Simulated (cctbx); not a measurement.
# A disordered crystal of nominal SiPb3S

Cell a = 6.7380 Å, b = 9.3330 Å, c = 6.6700 Å, α = 90.00°, β = 90.00°, γ = 90.00°; space group Imma (no. 74); nominal formula SiPb3S.

The data are simulated with cctbx, not measured: Mo Kα, λ = 0.71073 Å, to d = 0.6 Å, 50 % of the full sphere, strongest reflection 40000 counts, noise from counting, a 2 % proportional error and a noise floor of 15 counts (s.d.); no absorption.

With every site full:

```text
Rint 0.020, 552 unique reflections to 0.60 A
cycle     R1     wR2    GooF  max shift (A)
   1  0.1989  0.4113  18.913   0.00245
   2  0.0096  0.0212   0.976   0.00000
final R1 0.0096 wR2 0.0212 GooF 0.976  parameters 17  data/parameter 32.5
atom        x        y        z      Ueq    occ   su(xyz)  su(Uiso or U11)
Pb1    0.25000  0.51649  0.25000   0.0041  1.000  0.00001  0.0000
Pb2    0.50000  0.25000  0.03820   0.0062  1.000  0.00003  0.0001
S1     0.00000  0.00000  0.50000   0.0092  1.000  0.00000  0.0005
Si2    0.50000  0.75000  0.49777   0.0103  1.000  0.00023  0.0006
difference map: max 1.69 min -1.84 rms 0.35
Q1    0.0000  0.2500  0.8101    4    1.70  1.25 A from Si2
Q2    0.1082  0.2500  0.9148    8    1.38  0.92 A from Si2
Q3    0.0000  0.2044  0.6112    8    1.34  1.08 A from Pb2
Q4    0.1214  0.0424  0.7901   16    1.33  0.94 A from Pb1
Q5    0.1397  0.0000  0.5000    8    1.33  0.94 A from S1
Q6    0.0000  0.0516  0.0910    8    1.23  1.95 A from Si2
```

With the occupancies of the suspect sites free, each still typed as its main element:

```text
Rint 0.020, 552 unique reflections to 0.60 A
cycle     R1     wR2    GooF  max shift (A)
   1  0.1007  0.2193  10.102   0.00003
   2  0.0096  0.0212   0.978   0.00000
final R1 0.0096 wR2 0.0212 GooF 0.977  parameters 19  data/parameter 29.1
atom        x        y        z      Ueq    occ   su(xyz)  su(Uiso or U11)
Pb1    0.25000  0.51649  0.25000   0.0041  1.000  0.00001  0.0000
Pb2    0.50000  0.25000  0.03820   0.0062  1.000  0.00003  0.0001
S1     0.00000  0.00000  0.50000   0.0092  1.000  0.00000  0.0006
Si2    0.50000  0.75000  0.49777   0.0104  1.002  0.00023  0.0007
su of occupancy S1: 0.010
su of occupancy Si2: 0.012
difference map: max 1.70 min -1.84 rms 0.35
Q1    0.0000  0.2500  0.8101    4    1.70  1.25 A from Si2
Q2    0.1082  0.2500  0.9148    8    1.39  0.92 A from Si2
Q3    0.0000  0.2044  0.6111    8    1.34  1.08 A from Pb2
Q4    0.1215  0.0424  0.7901   16    1.33  0.94 A from Pb1
Q5    0.1397  0.0000  0.5000    8    1.33  0.94 A from S1
Q6    0.0000  0.0516  0.0910    8    1.23  1.95 A from Si2
```

**Question.** What is the disorder?

X-rays count electrons. S1 refines to 1.000(0.010), or 16.0 electrons; the site truly holds 0.9 S and 0.1 Si, 15.8 electrons, which is 0.988 of S; Si2 refines to 1.002(0.012), or 14.0 electrons; the site truly holds 0.9 Si and 0.1 S, 14.2 electrons, which is 1.014 of Si. All are within 3 s.u. of full, so these data don't show the disorder. Occupancy correlates with U and the scale, and the two elements' form factors differ in shape, so the match is approximate.

Freeing them takes R1 from 0.0096 to 0.0096 and GooF from 0.98 to 0.98.

The model is made up (kin elements in a known structure type, no relaxation), so it says nothing on whether the phase exists.

[Middle refinement cycles are left out of these outputs.]

[Logs are printed without paths, hosts, clocks, repeated set-up lines and the standing remarks that a program may print on its own settings, such as how far it seeks lower states.]
